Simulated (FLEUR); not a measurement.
Records of electronic-structure calculations.

## Collinear magnetic orders of free Ni(111) film, 3 layers with FLEUR

The cell holds 3 atoms: 3 Ni. Its edges and angles: a = 2.492 Å, b = 2.492 Å, c = 18.069 Å, α = 90.0°, β = 90.0°, γ = 120.0°. layers at typed spacings, unrelaxed. Vacuum lies along c.

```xyz
3
Lattice="2.4917 0.0000 0.0000 -1.2458 2.1579 0.0000 0.0000 0.0000 18.0690" Properties=species:S:1:pos:R:3
Ni    0.0000    0.0000    7.0000
Ni    1.2459    0.7193    9.0345
Ni    0.0000    1.4386   11.0690
```

```
method                                                                      : PBEsol; all-electron FLAPW film, Dirac cores, scalar-relativistic bands (and 1 further level or step)
program                                                                     : FLEUR MaX-R8.1
settings of one run                                                         : kmax 3.66 1/bohr, gmax 11 1/bohr, muffin tin radii Ni: 2.24 bohr, lmax Ni: [8, 6], hist occupations, smearing width 0.05 eV, mixer Anderson, mixing 0.03, max iterations 120, stop 2.00e-5 me/bohr³, film mode on, collinear spin, 12×12×1 k-mesh, mesh matched on, starting moments 1 -1 1 μB
cost                                                                        : 4 runs, 5.8 min in all on 4 MPI ranks of Arm Neoverse N1, shared host (the runs of this entry)
notes                                                                       : The run is spin-polarised, with a total moment of 2.18 μB a cell. This is the lowest of 3 finished starts, no proof of the ground state.
lowest state found                                                          : ferromagnetic (initial ferri +-+)
largest site spin moment                                                    : 0.794 μB
next finished state                                                         : non-magnetic, 70.0 meV a seeded atom higher
energy gained by spin polarisation                                          : 70.0 meV a seeded atom
hyperfine field at Ni2, along its moment                                    : -5.49 T
orbital moment on the atom of largest spin, along its spin (spin–orbit run) : 0.0682 μB
```

The lowest state found is ferromagnetic, reached from the start ferri +-+, with moments up to 0.794 μB. 1 start left the typed pattern (a sign turned, or a seeded moment died or shrank under 0.15 μB), so such an energy belongs to the state reached, not the one typed.

[Logs and program files are shortened in this print: banners, set-up blocks, solver, clock and traceback lines can be left out without a mark of their own.]

[Logs are printed without paths, hosts, clocks, repeated set-up lines and the standing remarks that a program may print on its own settings, such as how far it seeks lower states.]

[Hosts, paths, dates, database ids (printed as entryN), source tags and the programs' standing remarks are cut or masked in the printed files.]

[Where a cell is said to come from a database of computed structures, the database is the Materials Project.]
